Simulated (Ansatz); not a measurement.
**A hypothetical structure for Zn3WS4**

Starting from a made-up structure for Zn3WS4, the aim is the relaxed cell, its shortest contacts and, where a second run follows, its electronic structure.

Main program and level: Ansatz 0.2.0; DFT, PBE, plane-wave PAW, files of the set soft_1, scalar-relativistic, no spin, cell and ions relaxed at zero pressure; PAW set soft_1, in the first sound run; inputs show where later runs differ.

**1. Starting point**

It takes space group P-43m (No. 215, cubic). Conventional cell: a = 5.648 Å, b = 5.648 Å, c = 5.648 Å, α = 90.00°, β = 90.00°, γ = 90.00°. W has 4 S at 2.46 Å nearest. Nearest to Zn lie 4 S at 2.44 Å. S has 3 Zn at 2.44 Å and 1 W at 2.46 Å nearest. Farther neighbours and most contacts between anions are not listed.

**2. Relaxing cell and atoms**

The guessed cell has no reason to be at equilibrium. It is relaxed with the atoms, within the space group of the guess.

input.yaml reads:

```yaml
crystal:
  lattice:
    - [5.648, 0.0, 0.0]
    - [0.0, 5.648, 0.0]
    - [0.0, 0.0, 5.648]
  atoms:
    - { symbol: W, position: [0.0, 0.0, 0.0] }
    - { symbol: Zn, position: [0.0, 0.5, 0.5] }
    - { symbol: Zn, position: [0.5, 0.0, 0.5] }
    - { symbol: Zn, position: [0.5, 0.5, 0.0] }
    - { symbol: S, position: [0.2519, 0.2519, 0.2519] }
    - { symbol: S, position: [0.2519, 0.7481, 0.7481] }
    - { symbol: S, position: [0.7481, 0.2519, 0.7481] }
    - { symbol: S, position: [0.7481, 0.7481, 0.2519] }
kpoints:
  mp_grid: { grid: [5, 5, 5] }
scf:
  occupations: { method: fermi_dirac, width: 0.05 }
hamiltonian:
  xc: pbe
  pseudopotentials: { kind: paw, azcp: { folder: soft_1 } }
relax:
  f_tol: 0.015
  max_steps: 70
  cell: {}
output:
  forces: true
  stress: true
```

Started as:

```console
$ ansatz run input.yaml --threads 4 --pin off --max-ram 10240MiB --backend cpu --events-out ev --progress --plain --runs-dir out
```

Numbers of over 12 decimals in the logs are rounded to 6 here.

The program printed:

```text
Engine: ansatz 0.2.0, aarch64-unknown-linux-gnu
Pseudopotentials: kind: paw
Pseudopotential: W, paw, valence charge 14, recommended cutoff 420 eV (normal), soft_1/W.paw.azcp
Pseudopotential: Zn, paw, valence charge 12, recommended cutoff 420 eV (normal), soft_1/Zn.paw.azcp
Pseudopotential: S, paw, valence charge 6, recommended cutoff 420 eV (normal), soft_1/S.paw.azcp
Functional definition: PBE
  parameter kappa = 0.804
  parameter beta = 0.066725
  exchange = pbe_x(kappa = kappa, mu = beta*pi^2/3)
  correlation = pbe_c(beta = beta)
Crystal: 8 atoms, lattice volume = 180.171 Å³
Basis set: ecut = 420 eV, 3575 PW (Γ), exchange–correlation on 80×80×80 points (8 copies of the dense FFT grid, shifted against one another)
Bands: 45, of which v1, the nominal top of the filled ones, is band 37 counted from 1 (36 counted from 0)
Symmetry: 24 space group operations
Space group: P-43m (ITA 215), of the structure as read, at distance tolerance 5.6e-5 Å
k-points: 10 of 125 (time reversal used)
Non-local potential: W, projectors of the file, l = 0: 3, l = 1: 2, l = 2: 2, l = 3: 1
Non-local potential: Zn, projectors of the file, l = 0: 2, l = 1: 2, l = 2: 3, l = 3: 1
Non-local potential: S, projectors of the file, l = 0: 2, l = 1: 2, l = 2: 1
PAW form: soft (Blöchl's): semilocal exchange-correlation on the pseudo side does not see the compensation charge
PAW one-centre angular grid: W, 590 points (default); XC on 64 Gauss nodes
PAW one-centre angular grid: Zn, 590 points (default); XC on 64 Gauss nodes
PAW one-centre angular grid: S, 110 points (default); XC on 64 Gauss nodes
Initial density: superposition of atomic densities (chi_scale 0.1, normalization cell, long waves kept (reshape's long-wave potential 0.02 eV rms))
Initial wavefunctions: pseudopotential atomic-orbital guess
Functional: x = pbe(κ = 0.804, μ = 0.219515), c = pbe(β = 0.066725)
SCF iter   1: F=—  HF=-23953.933714 eV  |F-HF|=—  |Δ(HF+E_count)|=         —  Δρ=5.58e-2  dr2=6.22e0  ethr=3.10e-3  ⟨swp⟩=9.7  Hψ=2149  notcnv=0
preconditioner: auto → Kerker (q_TF=auto, 2.352 Å⁻¹)  [metal: Δε(μ)=0.070 eV  Ē_g=9.691 eV  σ=0.050 eV  W_gap=0.30  n_scr=32 (ndim 8)  ℏωp=22.5 eV  f_vac=0.001  D(μ)=7.94/eV (n_scr^D=80)]
SCF iter   2: F=—  HF=-23953.106241 eV  |F-HF|=—  |Δ(HF+E_count)|=   8.27e-1  Δρ=2.38e-2  dr2=1.46e0  ethr=3.10e-3  ⟨swp⟩=2.9  Hψ=919  notcnv=0
SCF iter   3: F=—  HF=-23952.934748 eV  |F-HF|=—  |Δ(HF+E_count)|=   1.71e-1  Δρ=1.44e-2  dr2=4.18e-1  ethr=1.97e-3  ⟨swp⟩=2.0  Hψ=820  notcnv=0
SCF iter   4: F=—  HF=-23952.876164 eV  |F-HF|=—  |Δ(HF+E_count)|=   5.86e-2  Δρ=5.82e-3  dr2=4.83e-2  ethr=5.65e-4  ⟨swp⟩=3.0  Hψ=945  notcnv=0  defer=1
SCF iter   5: F=—  HF=-23952.885464 eV  |F-HF|=—  |Δ(HF+E_count)|=   9.30e-3  Δρ=1.30e-3  dr2=3.54e-3  ethr=6.52e-5  ⟨swp⟩=2.4  Hψ=801  notcnv=0  defer=1
SCF iter   6: F=—  HF=-23952.887850 eV  |F-HF|=—  |Δ(HF+E_count)|=   2.39e-3  Δρ=7.97e-4  dr2=1.38e-3  ethr=4.78e-6  ⟨swp⟩=2.9  Hψ=764  notcnv=0  defer=1
SCF iter   7: F=—  HF=-23952.889015 eV  |F-HF|=—  |Δ(HF+E_count)|=   1.17e-3  Δρ=2.06e-4  dr2=5.84e-5  ethr=1.87e-6  ⟨swp⟩=2.1  Hψ=790  notcnv=0  defer=1
SCF iter   8: F=—  HF=-23952.889250 eV  |F-HF|=—  |Δ(HF+E_count)|=   2.35e-4  Δρ=5.81e-5  dr2=7.38e-6  ethr=7.89e-8  ⟨swp⟩=2.0  Hψ=793  notcnv=0  defer=1
SCF iter   9: F=—  HF=-23952.889255 eV  |F-HF|=—  |Δ(HF+E_count)|=   5.22e-6  Δρ=1.58e-5  dr2=9.00e-7  ethr=9.97e-9  ⟨swp⟩=2.0  Hψ=743  notcnv=0  defer=1
SCF iter  10: F=—  HF=-23952.889256 eV  |F-HF|=—  |Δ(HF+E_count)|=   7.73e-7  Δρ=5.14e-6  dr2=1.23e-7  ethr=1.22e-9  ⟨swp⟩=2.0  Hψ=796  notcnv=0  defer=1
SCF iter  11: F=-23952.889256 eV  HF=-23952.889256 eV  |F-HF|=4.02e-9  |Δ(HF+E_count)|=   1.08e-7  Δρ=2.32e-6  dr2=1.68e-8  ethr=1.35e-10  ⟨swp⟩=5.0  Hψ=1617  notcnv=0
SCF 1 converged in 11 iterations: F = -23952.889256 eV  dr2 = 1.68e-8
  greatest PAW one-centre occupation: 0.999 electrons in one spin orbital (limit 2), on the W atom at site 0 (counted from 0), in its partial waves of l = 0
relax step   1: F+E_penalty+E_count = -23952.88925615 eV  Δ(F+E_penalty+E_count) = +0.000e0 eV  max|allowed force component| = 6.324e-1 eV/Å  Δτ_max = 0.0000 Å  P = -6.494 GPa  Ω = 180.171 Å³  (11 SCF iters, dr2 threshold 1.00e-7 eV, accepted)
Crystal: 8 atoms, lattice volume = 165.688 Å³
Basis set: ecut = 420 eV, 3239 PW (Γ), exchange–correlation on 80×80×80 points (8 copies of the dense FFT grid, shifted against one another)
Initial density: handed on by an earlier stage of this run
Initial wavefunctions: those handed on with the density
iter 1 solved again at ethr=1.83e-4 eV; its pass at ethr=3.10e-3 eV (dr2=1.36e-1 eV) is discarded
SCF iter   1: F=—  HF=-23953.397080 eV  |F-HF|=—  |Δ(HF+E_count)|=         —  Δρ=8.41e-3  dr2=1.39e-1  ethr=1.83e-4  ⟨swp⟩=2.2  Hψ=2447  notcnv=0
preconditioner: auto → Kerker (q_TF=auto, 2.385 Å⁻¹)  [metal: Δε(μ)=0.071 eV  Ē_g=9.281 eV  σ=0.050 eV  W_gap=0.31  n_scr=32 (ndim 8)  ℏωp=23.4 eV  f_vac=0.010  D(μ)=6.60/eV (n_scr^D=56)]
SCF iter   2: F=—  HF=-23953.383201 eV  |F-HF|=—  |Δ(HF+E_count)|=   1.39e-2  Δρ=5.07e-3  dr2=5.75e-2  ethr=1.83e-4  ⟨swp⟩=1.0  Hψ=450  notcnv=0
SCF iter   3: F=—  HF=-23953.374284 eV  |F-HF|=—  |Δ(HF+E_count)|=   8.92e-3  Δρ=7.51e-4  dr2=8.74e-4  ethr=7.77e-5  ⟨swp⟩=2.2  Hψ=635  notcnv=0
SCF iter   4: F=—  HF=-23953.374628 eV  |F-HF|=—  |Δ(HF+E_count)|=   3.44e-4  Δρ=8.23e-4  dr2=6.96e-4  ethr=1.18e-6  ⟨swp⟩=2.9  Hψ=927  notcnv=0
SCF iter   5: F=—  HF=-23953.374515 eV  |F-HF|=—  |Δ(HF+E_count)|=   1.12e-4  Δρ=1.79e-4  dr2=7.96e-5  ethr=9.41e-7  ⟨swp⟩=2.0  Hψ=718  notcnv=0
SCF iter   6: F=—  HF=-23953.374591 eV  |F-HF|=—  |Δ(HF+E_count)|=   7.59e-5  Δρ=6.90e-5  dr2=8.76e-6  ethr=1.08e-7  ⟨swp⟩=2.3  Hψ=829  notcnv=0
SCF iter   7: F=—  HF=-23953.374602 eV  |F-HF|=—  |Δ(HF+E_count)|=   1.11e-5  Δρ=1.67e-5  dr2=8.22e-7  ethr=1.18e-8  ⟨swp⟩=2.0  Hψ=785  notcnv=0
SCF iter   8: F=-23953.374603 eV  HF=-23953.374603 eV  |F-HF|=5.80e-8  |Δ(HF+E_count)|=   6.41e-7  Δρ=8.58e-6  dr2=8.42e-8  ethr=1.08e-9  ⟨swp⟩=5.0  Hψ=1706  notcnv=0
SCF 2 converged in 8 iterations: F = -23953.374603 eV  dr2 = 8.42e-8
relax step   2: F+E_penalty+E_count = -23953.37460295 eV  Δ(F+E_penalty+E_count) = -4.853e-1 eV  max|allowed force component| = 2.640e-1 eV/Å  Δτ_max = 0.0988 Å  P = +0.361 GPa  Ω = 165.688 Å³  energy of the carried Pulay correction = +5.461e-3 eV  (8 SCF iters, dr2 threshold 8.00e-7 eV, accepted)
Crystal: 8 atoms, lattice volume = 166.108 Å³
iter 1 solved again at ethr=9.17e-6 eV; its pass at ethr=3.10e-3 eV (dr2=6.78e-3 eV) is discarded
SCF iter   1: F=—  HF=-23953.401250 eV  |F-HF|=—  |Δ(HF+E_count)|=         —  Δρ=2.20e-3  dr2=6.16e-3  ethr=9.17e-6  ⟨swp⟩=2.9  Hψ=2253  notcnv=0
preconditioner: auto → LDOS  [metal: Δε(μ)=0.050 eV  Ē_g=9.273 eV  σ=0.050 eV  W_gap=0.24  n_scr=32 (ndim 8)  ℏωp=23.4 eV  f_vac=0.012  D(μ)=6.43/eV (n_scr^D=56)  β→1.0]
SCF iter   2: F=—  HF=-23953.401003 eV  |F-HF|=—  |Δ(HF+E_count)|=   2.47e-4  Δρ=9.39e-4  dr2=9.71e-4  ethr=8.32e-6  ⟨swp⟩=2.0  Hψ=736  notcnv=0
SCF iter   3: F=—  HF=-23953.401148 eV  |F-HF|=—  |Δ(HF+E_count)|=   1.45e-4  Δρ=9.99e-4  dr2=8.93e-4  ethr=1.31e-6  ⟨swp⟩=2.0  Hψ=743  notcnv=0
SCF iter   4: F=—  HF=-23953.400758 eV  |F-HF|=—  |Δ(HF+E_count)|=   3.89e-4  Δρ=1.42e-4  dr2=9.65e-5  ethr=1.21e-6  ⟨swp⟩=2.0  Hψ=654  notcnv=0
SCF iter   5: F=—  HF=-23953.400735 eV  |F-HF|=—  |Δ(HF+E_count)|=   2.36e-5  Δρ=8.39e-5  dr2=2.68e-5  ethr=1.30e-7  ⟨swp⟩=1.9  Hψ=509  notcnv=0
SCF iter   6: F=—  HF=-23953.400732 eV  |F-HF|=—  |Δ(HF+E_count)|=   2.78e-6  Δρ=1.94e-5  dr2=1.26e-6  ethr=3.62e-8  ⟨swp⟩=2.0  Hψ=525  notcnv=0
SCF iter   7: F=-23953.400732 eV  HF=-23953.400732 eV  |F-HF|=2.89e-9  |Δ(HF+E_count)|=   2.48e-8  Δρ=3.79e-6  dr2=4.02e-8  ethr=1.08e-9  ⟨swp⟩=4.9  Hψ=1692  notcnv=0
SCF 3 converged in 7 iterations: F = -23953.400732 eV  dr2 = 4.02e-8
relax step   3: F+E_penalty+E_count = -23953.40073212 eV  Δ(F+E_penalty+E_count) = -2.613e-2 eV  max|allowed force component| = 1.288e-8 eV/Å  Δτ_max = 0.0306 Å  P = -0.687 GPa  Ω = 166.108 Å³  energy of the carried Pulay correction = +5.296e-3 eV  (7 SCF iters, dr2 threshold 8.00e-7 eV, accepted)
Crystal: 8 atoms, lattice volume = 164.351 Å³
Basis set: ecut = 420 eV, 3191 PW (Γ), exchange–correlation on 80×80×80 points (8 copies of the dense FFT grid, shifted against one another)
iter 1 solved again at ethr=1.32e-6 eV; its pass at ethr=3.10e-3 eV (dr2=9.76e-4 eV) is discarded
SCF iter   1: F=—  HF=-23953.405520 eV  |F-HF|=—  |Δ(HF+E_count)|=         —  Δρ=6.33e-4  dr2=8.23e-4  ethr=1.32e-6  ⟨swp⟩=3.6  Hψ=2356  notcnv=0
preconditioner: auto → LDOS  [metal: Δε(μ)=0.073 eV  Ē_g=9.323 eV  σ=0.050 eV  W_gap=0.34  n_scr=32 (ndim 8)  ℏωp=23.5 eV  f_vac=0.010  D(μ)=6.23/eV (n_scr^D=56)  β→1.0]
SCF iter   2: F=—  HF=-23953.405458 eV  |F-HF|=—  |Δ(HF+E_count)|=   6.22e-5  Δρ=3.15e-4  dr2=1.98e-4  ethr=1.11e-6  ⟨swp⟩=2.2  Hψ=743  notcnv=0
SCF iter   3: F=—  HF=-23953.405492 eV  |F-HF|=—  |Δ(HF+E_count)|=   3.39e-5  Δρ=4.47e-4  dr2=2.28e-4  ethr=2.67e-7  ⟨swp⟩=2.0  Hψ=742  notcnv=0
SCF iter   4: F=—  HF=-23953.405424 eV  |F-HF|=—  |Δ(HF+E_count)|=   6.84e-5  Δρ=1.11e-4  dr2=3.40e-5  ethr=2.67e-7  ⟨swp⟩=2.0  Hψ=726  notcnv=0
SCF iter   5: F=—  HF=-23953.405419 eV  |F-HF|=—  |Δ(HF+E_count)|=   5.10e-6  Δρ=4.90e-5  dr2=5.97e-6  ethr=4.59e-8  ⟨swp⟩=2.0  Hψ=741  notcnv=0
SCF iter   6: F=-23953.405417 eV  HF=-23953.405417 eV  |F-HF|=1.21e-7  |Δ(HF+E_count)|=   1.29e-6  Δρ=9.60e-6  dr2=3.28e-7  ethr=1.08e-9  ⟨swp⟩=3.6  Hψ=2050  notcnv=0
SCF 4 converged in 6 iterations: F = -23953.405417 eV  dr2 = 3.28e-7
relax step   4: F+E_penalty+E_count = -23953.40541712 eV  Δ(F+E_penalty+E_count) = -4.685e-3 eV  max|allowed force component| = 2.956e-3 eV/Å  Δτ_max = 0.0055 Å  P = -0.043 GPa  Ω = 164.351 Å³  energy of the carried Pulay correction = +5.988e-3 eV  (6 SCF iters, dr2 threshold 8.00e-7 eV, accepted)
Initial wavefunctions: pseudopotential atomic-orbital guess (no wavefunctions were taken with the density)
iter 1 solved again at ethr=1.85e-7 eV; its pass at ethr=3.10e-3 eV (dr2=1.37e-4 eV) is discarded
SCF iter   1: F=—  HF=-23953.399419 eV  |F-HF|=—  |Δ(HF+E_count)|=         —  Δρ=2.28e-4  dr2=2.88e-5  ethr=1.85e-7  ⟨swp⟩=3.9  Hψ=3706  notcnv=0
preconditioner: auto → LDOS  [metal: Δε(μ)=0.071 eV  Ē_g=9.326 eV  σ=0.050 eV  W_gap=0.33  n_scr=32 (ndim 8)  ℏωp=23.5 eV  f_vac=0.012  D(μ)=6.23/eV (n_scr^D=56)  β→1.0]
SCF iter   2: F=—  HF=-23953.399473 eV  |F-HF|=—  |Δ(HF+E_count)|=   5.42e-5  Δρ=3.63e-4  dr2=1.24e-4  ethr=3.89e-8  ⟨swp⟩=2.2  Hψ=799  notcnv=0
SCF iter   3: F=—  HF=-23953.399468 eV  |F-HF|=—  |Δ(HF+E_count)|=   4.81e-6  Δρ=3.57e-4  dr2=1.00e-4  ethr=3.89e-8  ⟨swp⟩=3.1  Hψ=986  notcnv=0
SCF iter   4: F=—  HF=-23953.399422 eV  |F-HF|=—  |Δ(HF+E_count)|=   4.66e-5  Δρ=1.04e-4  dr2=9.02e-6  ethr=3.89e-8  ⟨swp⟩=2.0  Hψ=726  notcnv=0
SCF iter   5: F=—  HF=-23953.399423 eV  |F-HF|=—  |Δ(HF+E_count)|=   1.72e-6  Δρ=1.94e-5  dr2=5.05e-7  ethr=1.22e-8  ⟨swp⟩=2.0  Hψ=608  notcnv=0
SCF iter   6: F=—  HF=-23953.399419 eV  |F-HF|=—  |Δ(HF+E_count)|=   3.97e-6  Δρ=2.69e-6  dr2=1.57e-8  ethr=6.83e-10  ⟨swp⟩=2.0  Hψ=736  notcnv=0
SCF iter   7: F=—  HF=-23953.399419 eV  |F-HF|=—  |Δ(HF+E_count)|=   1.68e-9  Δρ=8.13e-7  dr2=1.58e-9  ethr=2.13e-11  ⟨swp⟩=2.0  Hψ=767  notcnv=0
SCF iter   8: F=-23953.399419 eV  HF=-23953.399419 eV  |F-HF|=1.46e-11  |Δ(HF+E_count)|=  9.46e-11  Δρ=1.66e-7  dr2=7.35e-11  ethr=1.00e-12  ⟨swp⟩=4.0  Hψ=2259  notcnv=0
SCF 5 converged in 8 iterations: F = -23953.399419 eV  dr2 = 7.35e-11
relax step   5: F+E_penalty+E_count = -23953.39941938 eV  Δ(F+E_penalty+E_count) = +5.998e-3 eV  max|allowed force component| = 2.807e-3 eV/Å  Δτ_max = 0.0000 Å  P = -0.046 GPa  Ω = 164.351 Å³  stress off target by 4.61e-2 GPa  SCF on the basis re-selected at this cell (its energy is not comparable with the rows above)  (8 SCF iters)
basis re-selected at this cell: Δ(F+E_penalty+E_count) = +5.998e-3 eV, ΔP = -0.003 GPa vs the last step (what re-selecting the basis moved, of the pressure what is left beyond the Pulay correction that the steps carried, after the strain that the cell walked since its last selection, with what the two solves' SCF thresholds leave and, on support functions, any second-order correction that the steps lacked; it is no m [...]
SCF converged after 8 iterations
Free energy (F): -23953.399419 eV
Harris-Foulkes:  -23953.399419 eV  (|F-HF|=1.46e-11)
Internal energy: -23953.347825 eV  (E = F + TS)
E sigma→0 (E₀):  -23953.373622 eV
Entropy (-TS):   -0.051594 eV (-6.449 meV/atom)
Fermi energy:    8.688315 eV
--- Per-component energies (eV) ---
  E_band       = -218.115180
  E_kinetic    = 1288.154035
  E_local      = -8058.081020  (includes V_loc(G=0)·N_el)
  E_nonlocal   = 2572.707422
  E_hartree    = 3075.682768
  E_xc         = -856.117361
  E_vxc        = -711.889438  (∫ρ·V_xc dr)
  E_paw        = -16704.997063  (= ΣΔE_a)
  E_vpaw       = -1460.370694  (= ΣTr[D̂ρ^β])
  E_aug_tail   = -0.000620  (compensation charges beyond the density's cutoff)
  E_ewald      = -5270.695986
  E_smearing   = -0.051594  (= −TS)
  E_closure    = -0.000000  (closes the sum)
  Σ components = -23953.399419   (vs F -23953.399419, Δ=0.00e0)
--- Forces (eV/Å), atoms counted from 1 ---
  atom   1  W      0.00000000    -0.00000000     0.00000000
  atom   2  Zn     0.00000000     0.00000000    -0.00000000
  atom   3  Zn     0.00000000     0.00000000     0.00000000
  atom   4  Zn    -0.00000000    -0.00000000     0.00000000
  atom   5  S     -0.00280744    -0.00280744    -0.00280744
  atom   6  S     -0.00280744     0.00280744     0.00280744
  atom   7  S      0.00280744    -0.00280744     0.00280744
  atom   8  S      0.00280744     0.00280744    -0.00280744
  max |Σ_I F_I| component: 4.73e-17 eV/Å
--- Stress (GPa, compression-positive) ---
       -0.046090      -0.000000       0.000000
        0.000000      -0.046090       0.000000
        0.000000      -0.000000      -0.046090
  P = ⅓ Tr σ = -0.0461 GPa (-0.461 kbar)
--- Relaxed structure (4 steps of the walk, 4 accepted, 1 SCFs on fresh bases) ---
  F+E_penalty+E_count = -23953.39941938 eV   max|allowed force component| = 2.807e-3 eV/Å   (the final SCF, on the basis selected at the relaxed cell)
  cell:  # Å, volume = 164.3507 Å³
    - [5.477602, 0, 0]
    - [0, 5.477602, 0]
    - [0, 0, 5.477602]
  atoms:
    - { symbol: W, position: [-6.6226938652177705e-19, -3.263356397353678e-19, 3.1673753268432746e-19] }
    - { symbol: Zn, position: [-6.622693865217764e-19, 0.5, 0.5] }
    - { symbol: Zn, position: [0.5, -3.2633563973536775e-19, 0.5] }
    - { symbol: Zn, position: [0.5, 0.5, 3.1673753268432765e-19] }
    - { symbol: S, position: [0.245484, 0.245484, 0.245484] }
    - { symbol: S, position: [0.245484, 0.754516, 0.754516] }
    - { symbol: S, position: [0.754516, 0.245484, 0.754516] }
    - { symbol: S, position: [0.754516, 0.754516, 0.245484] }
```

It took 13 s on 4 threads of Arm Neoverse V1, shared host; peak memory 0.51 GiB; 50 s of CPU time.

Step by step:

| step | energy less that of the first step (eV) | largest force component (eV/Å) | pressure (GPa) | volume (Å³) |
| --- | --- | --- | --- | --- |
| 1 | 0.0000 | 0.6324 | -6.49 | 180.17 |
| 2 | -0.4853 | 0.2640 | 0.36 | 165.69 |
| 3 | -0.5115 | 0.0000 | -0.69 | 166.11 |
| 4 | -0.5162 | 0.0030 | -0.04 | 164.35 |
| 5* | -0.5102 | 0.0028 | -0.05 | 164.35 |

Relaxation steps marked * repeat the geometry before them on a plane-wave basis chosen anew for their cell, so energy and pressure can jump there.

Forces are held to the 24 operations that the run works with; a distortion that breaks them can't arise in this run.

| conventional cell, symmetrised | before | after | change |
| --- | --- | --- | --- |
| a (Å) | 5.648 | 5.478 | -3.0 % |
| b (Å) | 5.648 | 5.478 | -3.0 % |
| c (Å) | 5.648 | 5.478 | -3.0 % |
| volume (Å³/atom) | 22.52 | 20.54 | -8.8 % |

The atoms that moved most (Å, as changes of fractional coordinates times the final cell):

| atom | dx | dy | dz | length |
| --- | --- | --- | --- | --- |
| S5 | -0.035 | -0.035 | -0.035 | 0.061 |
| S8 | 0.035 | 0.035 | -0.035 | 0.061 |
| S6 | -0.035 | 0.035 | 0.035 | 0.061 |
| S7 | 0.035 | -0.035 | 0.035 | 0.061 |

The relaxed structure:

```cif
data_structure
_symmetry_space_group_name_H-M 'P 1'
_symmetry_Int_Tables_number 1
_cell_length_a 5.4776
_cell_length_b 5.4776
_cell_length_c 5.4776
_cell_angle_alpha 90.000
_cell_angle_beta 90.000
_cell_angle_gamma 90.000
_cell_volume 164.35
loop_
_atom_site_label
_atom_site_type_symbol
_atom_site_fract_x
_atom_site_fract_y
_atom_site_fract_z
_atom_site_occupancy
W1 W 0.00000 0.00000 0.00000 1
Zn2 Zn 0.00000 0.50000 0.50000 1
Zn3 Zn 0.50000 0.00000 0.50000 1
Zn4 Zn 0.50000 0.50000 0.00000 1
S5 S 0.24548 0.24548 0.24548 1
S6 S 0.24548 0.75452 0.75452 1
S7 S 0.75452 0.24548 0.75452 1
S8 S 0.75452 0.75452 0.24548 1
```

This step gave:

- free energy: -23953.3994 eV
- energy at zero smearing: -23953.3736 eV
- smearing term TS: 0.05159 eV
- Fermi energy: 8.688 eV
- electrons: 74
- symmetry operations: 24
- pressure: -0.04609 GPa

Shortest distances by pair of elements, guess and relaxed (not always the same contact):

| pair | guess (Å) | relaxed (Å) |
| --- | --- | --- |
| S–W | 2.464 | 2.329 |
| S–Zn | 2.440 | 2.386 |
| S–S | 3.963 | 3.803 |
| W–Zn | 3.994 | 3.873 |
| Zn–Zn | 3.994 | 3.873 |

The relaxation ends with a largest force component of 0.0028 eV/Å and a pressure of -0.05 GPa.

[end of part 1 of 2]

[Logs are printed without paths, hosts, clocks, repeated set-up lines and the standing remarks that a program may print on its own settings, such as how far it seeks lower states.]

[Hosts, paths, dates, database ids (printed as entryN), source tags and the programs' standing remarks are cut or masked in the printed files.]
